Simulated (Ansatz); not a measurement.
## NaHgF3 (Pm-3m): refractive index against wavelength

The refractive index of NaHgF3 (Pm-3m) below the direct gap (2.83 eV on the mesh) is read from one computed spectrum, n = √(Re ε).

It takes space group Pm-3m (No. 221, cubic). The conventional cell has a = 4.561 Å, b = 4.561 Å, c = 4.561 Å, α = 90.00°, β = 90.00°, γ = 90.00°. Hg on site b is surrounded by 6 F at 2.28 Å. Na on site a has 12 F at 3.22 Å as nearest neighbours. F on site c has 2 Hg at 2.28 Å as nearest neighbours.

Method: Ansatz 0.2.0, PBE, independent particles, k-mesh 8×8×8 with interpolation inside its cells, Gaussian parameter 0.1 eV.

Launch of the response step: `ansatz run input.yaml --threads 4 --pin off --max-ram 8192MiB --backend cpu --events-out ev --progress --plain --runs-dir out`. The run took 21 s, on 4 threads of Arm Neoverse V1 (shared host).

```tsv
wavelength (nm)	photon energy E (eV)	n
2000	0.620	1.7318
1550	0.800	1.7371
1310	0.946	1.7427
1064	1.165	1.7533
850	1.459	1.7725
700	1.771	1.8012
633	1.959	?
```

In the single-oscillator model n² − 1 = E₀E_d/(E₀² − E²), so 1/(n² − 1) = E₀/E_d − E²/(E₀E_d) is linear in E².

Working, on the rows shown:

| x = E² (eV²) | y = 1/(n² − 1) |
| --- | --- |
| 0.384302 | 0.500217 |
| 0.639837 | 0.495659 |
| 0.895757 | 0.490917 |
| 1.35784 | 0.482146 |
| 2.12762 | 0.466907 |
| 3.13716 | 0.445569 |

Means: x̄ = 1.4238, ȳ = 0.48024. Σ(x − x̄)(y − ȳ) = -0.1074, Σ(x − x̄)² = 5.409. Slope = -0.1074 / 5.409 = -0.01986; intercept = ȳ − slope · x̄ = 0.50851. Turned back into n, the line misses the rows shown by at most 0.0009.

**Question.** Predict the last column of the withheld row from the fit.

**Answer.** At x = 3.8364 the line gives y = 0.43233, that is 1.8202. The run gave 1.8242, so the extrapolation is off by 0.004, 4 % of the range in the table.

Refitted with all rows, the slope is -0.0204 and the intercept 0.50907. These give E₀ = √(intercept/−slope) = 5.00 eV and E_d = E₀/intercept = 9.8 eV; E₀ is 1.8 times the direct gap. The electronic limit at long wavelengths, without lattice vibrations, is n = √(1 + 1/intercept) = 1.722. The structure is a model and need not exist. Excitons are left out and so are local fields. Spin-orbit coupling is left out.

[Logs are printed without paths, hosts, clocks, repeated set-up lines and the standing remarks that a program may print on its own settings, such as how far it seeks lower states.]
